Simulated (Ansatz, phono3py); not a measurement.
# GaP (F-43m): solver, mesh and scattering choices in phono3py, part 4 of 5

Aim: with force constants in hand, see how mesh, solver, isotopes and boundaries change the conductivity of GaP.

Measurements to reproduce:
- thermal conductivity 100 W/m/K near room temperature (given in “Combining the AFLOW GIBBS and Elastic Libraries to efficiently and robustly screen thermo-mechanical properties of solids”, 2017, arXiv:1611.05714)

Ansatz 0.2.0 and phono3py 4.10.0; DFT r2SCAN, scalar-relativistic, plane waves, PAW (the session's first sound run).

So far, κ at 300 K (W/m/K): step 3 (relaxation-time solution) 123; step 16 (solver LBTE) 126; step 17 (solver RTA with coherences (SMM19)) 123; step 18 (delta function Gaussian, sigma 0.03 THz) 116; step 19 (delta function Gaussian, sigma 0.1 THz) 114.

## 20. Two-phonon phase space, third order supercell 3×3×3, supercell 6×6×6

Level of this step: DFT r2SCAN, scalar-relativistic, plane waves, PAW; phono3py on Ansatz's force constants (phono3py).

The two-phonon density of states counts the channels open to a mode, without matrix elements.

phono3py.yaml

```yaml
phono3py:
  version: "4.10.0"
  frequency_unit_conversion_factor: 15.633302
  symmetry_tolerance: 1.00000e-05

physical_unit:
  atomic_mass: "AMU"
  length: "angstrom"

space_group:
  type: "F-43m"
  number: 216
  Hall_symbol: "F -4 2 3"

primitive_matrix:
- [  1.000000000000000,  0.000000000000000,  0.000000000000000 ]
- [  0.000000000000000,  1.000000000000000,  0.000000000000000 ]
- [  0.000000000000000,  0.000000000000000,  1.000000000000000 ]

supercell_matrix:
- [   3,   0,   0 ]
- [   0,   3,   0 ]
- [   0,   0,   3 ]

# [primitive_cell block left out]
unit_cell:
  lattice:
  - [     0.000000000000000,     2.725687113700000,     2.725687113700000 ] # a
  - [     2.725687113700000,     0.000000000000000,     2.725687113700000 ] # b
  - [     2.725687113700000,     2.725687113700000,     0.000000000000000 ] # c
  points:
  - symbol: Ga # 1
    coordinates: [  0.000000000000000,  0.000000000000000,  0.000000000000000 ]
    mass: 69.723000
    reduced_to: 1
  - symbol: P # 2
    coordinates: [  0.250000000000000,  0.250000000000000,  0.250000000000000 ]
    mass: 30.973762
    reduced_to: 2

# [supercell block left out]
phonon_supercell_matrix:
- [   6,   0,   0 ]
- [   0,   6,   0 ]
- [   0,   0,   6 ]

# [phonon_primitive_cell block left out]
# [phonon_supercell block left out]
nac:
  born_effective_charge:
  - # 1 (Ga)
    - [  2.150071499722376,  0.000000000000000,  0.000000000000000 ]
    - [  0.000000000000000,  2.150071499722376,  0.000000000000000 ]
    - [  0.000000000000000,  0.000000000000000,  2.150071499722376 ]
  - # 2 (P)
    - [ -2.150071499722376,  0.000000000000000,  0.000000000000000 ]
    - [  0.000000000000000, -2.150071499722376,  0.000000000000000 ]
    - [  0.000000000000000,  0.000000000000000, -2.150071499722376 ]
  dielectric_constant:
    - [  9.364284479545452,  0.000000000000000,  0.000000000000000 ]
    - [  0.000000000000000,  9.364284479545452,  0.000000000000000 ]
    - [  0.000000000000000,  0.000000000000000,  9.364284479545450 ]
  unit_conversion_factor: 14.399645
```

Launch:

```sh
phono3py phono3py.yaml --mesh 23 23 23 --jdos --gp 0 --num-freq-points 80
```

The program printed:

```text
[banner, memory and clock lines left out]
Rust backend (phonors) using rayon (8 threads).
Running in phono3py.load mode.
Spglib version 2.8.0
----------------------------- General settings -----------------------------
Run mode: jdos
HDF5 data compression filter: gzip
Crystal structure was read from "phono3py.yaml".
Supercell (dim): [3 3 3]
Phonon supercell (dim-fc2): [6 6 6]
Primitive matrix:
  [1. 0. 0.]
  [0. 1. 0.]
  [0. 0. 1.]
Spacegroup: F-43m (216)
Use -v option to watch primitive cell, unit cell, and supercell structures.
NAC parameters were read from "phono3py.yaml".
fc3 was read from "fc3.hdf5".
fc2 was read from "fc2.hdf5".
----------------------------- Force constants ------------------------------
Max drift of fc3: 0.00030000 (xyz) 0.00030000 (xyz) 0.00030000 (xzy)
Max drift of fc2: -0.00280000 (xx) -0.00280000 (xx)
--------------------------- Calculation settings ---------------------------
Non-analytical term correction (NAC): True
NAC unit conversion factor:  14.39964
BZ integration: Tetrahedron-method
Cutoff frequency: 0.01
Number of frequency sampling points: 80
Mesh sampling: [ 23 23 23 ]
Generating grid system ... [ 23 23 23 ]
  PRB 50, 13035(R) (1994), PRB 55, 10355 (1997)
  G-cutoff distance: 1.21, Number of G-points: 307, Lambda: 0.39
--------------------------------- Joint DOS ---------------------------------
Running harmonic phonon calculations...
======================= Grid point 0 (1/1) =======================
q-point: ( 0.00  0.00  0.00)
Number of triplets: 364
Frequency
  -0.103
  -0.103
  -0.103
  10.791
  10.791
  10.791
Tetrahedron method is used.
Calculations at 80 frequency points are divided into 8 batches.
1/8: [ 1  2  3  4  5  6  7  8  9 10]
2/8: [11 12 13 14 15 16 17 18 19 20]
3/8: [21 22 23 24 25 26 27 28 29 30]
4/8: [31 32 33 34 35 36 37 38 39 40]
5/8: [41 42 43 44 45 46 47 48 49 50]
6/8: [51 52 53 54 55 56 57 58 59 60]
7/8: [61 62 63 64 65 66 67 68 69 70]
8/8: [71 72 73 74 75 76 77 78 79 80]
JDOS is written into "jdos-m232323-g0.dat".
```

Elapsed: 2 s, on 8 threads of Arm Neoverse V1, shared host; peak memory 0.11 GiB; 3 s of CPU time.

Table of joint density of states at Gamma by frequency; read off at these points:

```csv
frequency (THz),absorption class (1/THz),decay class (1/THz)
0.00,0,0
0.61,4.70,0.00193
0.91,7.70,0.00438
1.21,2.21,0.00996
1.82,1.45,0.0261
2.72,2.34,0.0660
3.33,2.64,0.108
3.93,2.75,0.179
4.24,3.53,0.232
4.54,1.87,0.314
5.14,1.99,0.736
5.75,1.93,0.933
6.36,3.60,1.36
6.96,3.41,1.53
7.57,5.74,1.57
7.87,4.39,1.20
8.47,3.68,0.893
9.08,1.17,0.942
9.68,0.429,1.54
10.29,0.150,1.55
10.89,0.0528,1.50
11.50,0,0.174
12.41,0,0.656
13.01,0,1.95
13.62,0,6.06
14.22,0,5.73
14.83,0,4.13
15.43,0,1.86
16.04,0,2.09
16.95,0,2.44
17.55,0,1.56
18.16,0,2.45
18.76,0,0
19.37,0,0
19.97,0,0.249
20.58,0,0.613
21.18,0,3.38
22.09,0,3.50
22.70,0,0.213
23.30,0,1.81
23.91,0,0
```

Distinct peaks of the joint density of states at Gamma (absorption class) stand at 0.91, 4.24 and 7.57 THz; the one at 0.91 THz is strongest.

## 21. Without the dipole term, third order supercell 3×3×3, supercell 6×6×6

Dropping the dipole term tests how much its part of the interpolation matters for κ.

phono3py.yaml is that of step 20.

Launch:

```sh
phono3py phono3py.yaml --mesh 19 19 19 --br --isotope --nonac --ts 100 300 600
```

The program printed:

```text
Rust backend (phonors) using rayon (8 threads).
Running in phono3py.load mode.
Spglib version 2.8.0
----------------------------- General settings -----------------------------
Run mode: conductivity-RTA
HDF5 data compression filter: gzip
Crystal structure was read from "phono3py.yaml".
Supercell (dim): [3 3 3]
Phonon supercell (dim-fc2): [6 6 6]
Primitive matrix:
  [1. 0. 0.]
  [0. 1. 0.]
  [0. 0. 1.]
Spacegroup: F-43m (216)
Use -v option to watch primitive cell, unit cell, and supercell structures.
fc3 was read from "fc3.hdf5".
fc2 was read from "fc2.hdf5".
----------------------------- Force constants ------------------------------
Max drift of fc3: 0.00030000 (xyz) 0.00030000 (xyz) 0.00030000 (xzy)
Max drift of fc2: -0.00280000 (xx) -0.00280000 (xx)
--------------------------- Calculation settings ---------------------------
BZ integration: Tetrahedron-method
Temperature:  100.0  300.0  600.0
Cutoff frequency: 0.01
Mesh sampling: [ 19 19 19 ]
Generating grid system ... [ 19 19 19 ]
fc3-r2q-transformation over three atoms: True
--------------------------- Phonon calculations ----------------------------
Running harmonic phonon calculations...
-------------------- Lattice thermal conductivity (RTA) --------------------
Running heat capacity calculations...
Running velocity calculations...
Running isotope scattering calculations with tetrahedron method...
======================= Grid point 0 (1/220) =======================
q-point: ( 0.00  0.00  0.00)
Boundary mean free path (millimeter): 1000.000
Mass variance parameters: 1.97e-04 0.00e+00
Number of triplets: 220
Frequency     group velocity (x, y, z)     |gv|
  -0.103   (   0.000    0.000    0.000)    0.000
  -0.103   (   0.000    0.000    0.000)    0.000
  -0.103   (   0.000    0.000    0.000)    0.000
  10.791   (  -0.000    0.000   -0.000)    0.000
  10.791   (   0.000    0.000   -0.000)    0.000
  10.791   (  -0.000    0.000    0.000)    0.000
======================= Grid point 1 (2/220) =======================
q-point: ( 0.05  0.00  0.00)
Boundary mean free path (millimeter): 1000.000
Mass variance parameters: 1.97e-04 0.00e+00
Number of triplets: 670
Frequency     group velocity (x, y, z)     |gv|
   0.552   ( -19.329   19.329   19.329)   33.478
   0.552   ( -19.329   19.329   19.329)   33.478
   1.116   ( -38.534   38.534   38.534)   66.742
  10.787   (   0.290   -0.290   -0.290)    0.502
  10.787   (   0.290   -0.290   -0.290)    0.502
  10.984   ( -12.301   12.301   12.301)   21.306
[217 grid points left out]
======================= Grid point 1647 (220/220) =======================
q-point: (-0.26  0.47  0.21)
Boundary mean free path (millimeter): 1000.000
Mass variance parameters: 1.97e-04 0.00e+00
Number of triplets: 1810
Frequency     group velocity (x, y, z)     |gv|
   3.831   (   4.063    2.135   -0.000)    4.590
   4.455   (  -0.225    3.407   -0.000)    3.415
   6.500   (   1.341   -4.234    0.000)    4.441
   9.855   (  -1.928   -1.574    0.000)    2.488
  10.807   (   1.124    0.441   -0.000)    1.207
  11.776   (   0.305    1.150   -0.000)    1.189
=================== End of collection of collisions ===================
----------- Thermal conductivity (W/m-k) with tetrahedron method -----------
#  T(K)        xx         yy         zz         yz         xz         xy
  100.0     476.684    476.684    476.684     -0.000     -0.000      0.000
  300.0     123.539    123.539    123.539     -0.000     -0.000      0.000
  600.0      62.683     62.683     62.683     -0.000     -0.000      0.000

Thermal conductivity related properties were written into
"kappa-m191919.hdf5".
Summary of calculation was written in "phono3py.yaml".
```

Wall time 25 s (8 threads); peak memory 0.1 GiB; 2.8 min of CPU time.

This step gave:

* κ at 300 K: 123.5 W/m/K
* κ xx, yy, zz at 300 K: 123.5, 123.5, 123.5 W/m/K

W/m/K. Kappa, by row:

```csv
T (K),xx,yy,zz,yz,xz,xy
100,476.7,476.7,476.7,0,0,0
300,123.5,123.5,123.5,0,0,0
600,62.68,62.68,62.68,0,0,0
```

κ at 300 K goes from 123 to 124 W/(m K). Only the interpolation between the solved wavevectors changes, and the fewer these are, the more it matters.

## 22. A changed mass, third order supercell 3×3×3, supercell 6×6×6

Changing one mass at fixed force constants separates the effect of mass from that of bonding.

phono3py.yaml is that of step 21.

Launch:

```sh
phono3py phono3py.yaml --mesh 19 19 19 --br --mass 139.446 30.974 --ts 100 300 600
```

The program printed:

```text
[banner, memory and clock lines left out]
Rust backend (phonors) using rayon (8 threads).
Running in phono3py.load mode.
Spglib version 2.8.0
----------------------------- General settings -----------------------------
Run mode: conductivity-RTA
HDF5 data compression filter: gzip
Crystal structure was read from "phono3py.yaml".
Supercell (dim): [3 3 3]
Phonon supercell (dim-fc2): [6 6 6]
Primitive matrix:
  [1. 0. 0.]
  [0. 1. 0.]
  [0. 0. 1.]
Spacegroup: F-43m (216)
Use -v option to watch primitive cell, unit cell, and supercell structures.
NAC parameters were read from "phono3py.yaml".
fc3 was read from "fc3.hdf5".
fc2 was read from "fc2.hdf5".
----------------------------- Force constants ------------------------------
Max drift of fc3: 0.00030000 (xyz) 0.00030000 (xyz) 0.00030000 (xzy)
Max drift of fc2: -0.00280000 (xx) -0.00280000 (xx)
--------------------------- Calculation settings ---------------------------
Non-analytical term correction (NAC): True
NAC unit conversion factor:  14.39964
BZ integration: Tetrahedron-method
Temperature:  100.0  300.0  600.0
Cutoff frequency: 0.01
Mesh sampling: [ 19 19 19 ]
Generating grid system ... [ 19 19 19 ]
fc3-r2q-transformation over three atoms: True
--------------------------- Phonon calculations ----------------------------
  PRB 50, 13035(R) (1994), PRB 55, 10355 (1997)
  G-cutoff distance: 1.21, Number of G-points: 307, Lambda: 0.39
Running harmonic phonon calculations...
-------------------- Lattice thermal conductivity (RTA) --------------------
Running heat capacity calculations...
Running velocity calculations...
======================= Grid point 0 (1/220) =======================
q-point: ( 0.00  0.00  0.00)
Boundary mean free path (millimeter): 1000.000
Number of triplets: 220
Frequency     group velocity (x, y, z)     |gv|
  -0.079   (   0.000    0.000    0.000)    0.000
  -0.079   (   0.000    0.000    0.000)    0.000
  -0.079   (   0.000    0.000    0.000)    0.000
   9.927   (   0.000    0.000    0.000)    0.000
   9.927   (  -0.000   -0.000    0.000)    0.000
   9.927   (   0.000    0.000    0.000)    0.000
======================= Grid point 1 (2/220) =======================
q-point: ( 0.05  0.00  0.00)
Boundary mean free path (millimeter): 1000.000
Number of triplets: 670
Frequency     group velocity (x, y, z)     |gv|
   0.422   ( -14.790   14.790   14.790)   25.617
   0.422   ( -14.790   14.790   14.790)   25.617
   0.870   ( -29.784   29.784   29.784)   51.587
   9.929   (  -0.160    0.160    0.160)    0.276
   9.929   (  -0.160    0.160    0.160)    0.276
  10.956   (  -0.697    0.697    0.697)    1.207
[217 grid points left out]
======================= Grid point 1647 (220/220) =======================
q-point: (-0.26  0.47  0.21)
Boundary mean free path (millimeter): 1000.000
Number of triplets: 1810
Frequency     group velocity (x, y, z)     |gv|
   2.796   (   2.576    1.334   -0.000)    2.901
   3.284   (   0.026    2.571   -0.000)    2.572
   4.600   (   0.674   -2.961    0.000)    3.036
   9.853   (  -0.740   -1.015    0.000)    1.256
  10.375   (   1.238    0.565   -0.000)    1.361
  11.420   (   0.554    0.838   -0.000)    1.005
=================== End of collection of collisions ===================
----------- Thermal conductivity (W/m-k) with tetrahedron method -----------
#  T(K)        xx         yy         zz         yz         xz         xy
  100.0     699.443    699.443    699.443     -0.000     -0.000      0.000
  300.0     182.206    182.206    182.206     -0.000     -0.000      0.000
  600.0      89.201     89.201     89.201     -0.000     -0.000      0.000

Thermal conductivity related properties were written into
"kappa-m191919.hdf5".
Summary of calculation was written in "phono3py.yaml".
```

It took 22 s on 8 threads; peak memory 0.1 GiB; 2.5 min of CPU time.

This step gave:

- κ at 300 K: 182.2 W/m/K
- κ xx, yy, zz at 300 K: 182.2, 182.2, 182.2 W/m/K

W/m/K. Kappa, by row:

```csv
T (K),xx,yy,zz,yz,xz,xy
100,699.4,699.4,699.4,0,0,0
300,182.2,182.2,182.2,0,0,0
600,89.2,89.2,89.2,0,0,0
```

Without isotope scattering in either run, κ at 300 K goes from 142 to 182 W/(m K).

## 23. Mass disorder, third order supercell 3×3×3, supercell 6×6×6

A typed mass variance takes the place of the natural one on the sites of one element, as a model of more or less disorder.

phono3py.yaml is that of step 22.

Launch:

```sh
phono3py phono3py.yaml --mesh 19 19 19 --br --isotope --mv 0.001 0 --ts 100 150 200 300 400 500 600 800
```

The program printed:

```text
[banner, memory and clock lines left out]
Rust backend (phonors) using rayon (8 threads).
Running in phono3py.load mode.
Spglib version 2.8.0
----------------------------- General settings -----------------------------
Run mode: conductivity-RTA
HDF5 data compression filter: gzip
Crystal structure was read from "phono3py.yaml".
Supercell (dim): [3 3 3]
Phonon supercell (dim-fc2): [6 6 6]
Primitive matrix:
  [1. 0. 0.]
  [0. 1. 0.]
  [0. 0. 1.]
Spacegroup: F-43m (216)
Use -v option to watch primitive cell, unit cell, and supercell structures.
NAC parameters were read from "phono3py.yaml".
fc3 was read from "fc3.hdf5".
fc2 was read from "fc2.hdf5".
----------------------------- Force constants ------------------------------
Max drift of fc3: 0.00030000 (xyz) 0.00030000 (xyz) 0.00030000 (xzy)
Max drift of fc2: -0.00280000 (xx) -0.00280000 (xx)
--------------------------- Calculation settings ---------------------------
Non-analytical term correction (NAC): True
NAC unit conversion factor:  14.39964
BZ integration: Tetrahedron-method
Temperature:  100.0  150.0  200.0  300.0  400.0 ... 800.0
Cutoff frequency: 0.01
Mesh sampling: [ 19 19 19 ]
Generating grid system ... [ 19 19 19 ]
fc3-r2q-transformation over three atoms: True
--------------------------- Phonon calculations ----------------------------
  PRB 50, 13035(R) (1994), PRB 55, 10355 (1997)
  G-cutoff distance: 1.21, Number of G-points: 307, Lambda: 0.39
Running harmonic phonon calculations...
-------------------- Lattice thermal conductivity (RTA) --------------------
Running heat capacity calculations...
Running velocity calculations...
Running isotope scattering calculations with tetrahedron method...
======================= Grid point 0 (1/220) =======================
q-point: ( 0.00  0.00  0.00)
Boundary mean free path (millimeter): 1000.000
Mass variance parameters: 1.00e-03 0.00e+00
Number of triplets: 220
Frequency     group velocity (x, y, z)     |gv|
  -0.103   (   0.000    0.000    0.000)    0.000
  -0.103   (   0.000    0.000    0.000)    0.000
  -0.103   (   0.000    0.000    0.000)    0.000
  10.791   (  -0.000   -0.000    0.000)    0.000
  10.791   (  -0.000    0.000   -0.000)    0.000
  10.791   (   0.000    0.000   -0.000)    0.000
======================= Grid point 1 (2/220) =======================
q-point: ( 0.05  0.00  0.00)
Boundary mean free path (millimeter): 1000.000
Mass variance parameters: 1.00e-03 0.00e+00
Number of triplets: 670
Frequency     group velocity (x, y, z)     |gv|
   0.550   ( -19.288   19.288   19.288)   33.408
   0.550   ( -19.288   19.288   19.288)   33.408
   1.133   ( -38.923   38.923   38.923)   67.417
  10.785   (   0.440   -0.440   -0.440)    0.762
  10.785   (   0.440   -0.440   -0.440)    0.762
  11.892   (   0.486   -0.486   -0.486)    0.841
[217 grid points left out]
======================= Grid point 1647 (220/220) =======================
q-point: (-0.26  0.47  0.21)
Boundary mean free path (millimeter): 1000.000
Mass variance parameters: 1.00e-03 0.00e+00
Number of triplets: 1810
Frequency     group velocity (x, y, z)     |gv|
   3.831   (   4.313    2.148   -0.000)    4.818
   4.465   (  -0.378    3.358   -0.000)    3.380
   6.504   (   1.329   -4.183    0.000)    4.389
   9.860   (  -1.934   -1.542    0.000)    2.473
  10.799   (   1.035    0.331   -0.000)    1.086
  11.777   (   0.277    1.145   -0.000)    1.178
=================== End of collection of collisions ===================
----------- Thermal conductivity (W/m-k) with tetrahedron method -----------
#  T(K)        xx         yy         zz         yz         xz         xy
  100.0     265.139    265.139    265.139     -0.000     -0.000      0.000
  150.0     166.997    166.997    166.997     -0.000     -0.000      0.000
  200.0     125.405    125.405    125.405     -0.000     -0.000      0.000
  300.0      87.915     87.915     87.915     -0.000     -0.000      0.000
  400.0      69.444     69.444     69.444     -0.000     -0.000      0.000
  500.0      57.958     57.958     57.958     -0.000     -0.000      0.000
  600.0      49.962     49.962     49.962     -0.000     -0.000      0.000
  800.0      39.390     39.390     39.390     -0.000     -0.000      0.000

Thermal conductivity related properties were written into
"kappa-m191919.hdf5".
Summary of calculation was written in "phono3py.yaml".
```

It took 25 s on 8 threads; peak memory 0.1 GiB; 2.8 min of CPU time.

Numbers from this step:

```
κ at 300 K            : 87.92 W/m/K
κ xx, yy, zz at 300 K : 87.92, 87.92, 87.92 W/m/K
```

W/m/K. Kappa, by row:

```csv
T (K),xx,yy,zz,yz,xz,xy
100,265.1,265.1,265.1,0,0,0
150,167,167,167,0,0,0
200,125.4,125.4,125.4,0,0,0
300,87.92,87.92,87.92,0,0,0
400,69.44,69.44,69.44,0,0,0
500,57.96,57.96,57.96,0,0,0
600,49.96,49.96,49.96,0,0,0
800,39.39,39.39,39.39,0,0,0
```

κ at 300 K goes from 123 in the base run to 87.9 W/(m K).

(Continued in part 5 of 5.)

[Logs are printed without paths, hosts, clocks, repeated set-up lines and the standing remarks that a program may print on its own settings, such as how far it seeks lower states.]

[Hosts, paths, dates, database ids (printed as entryN), source tags and the programs' standing remarks are cut or masked in the printed files.]

[A step with changed settings may run another functional than the one named; its input shows which.]
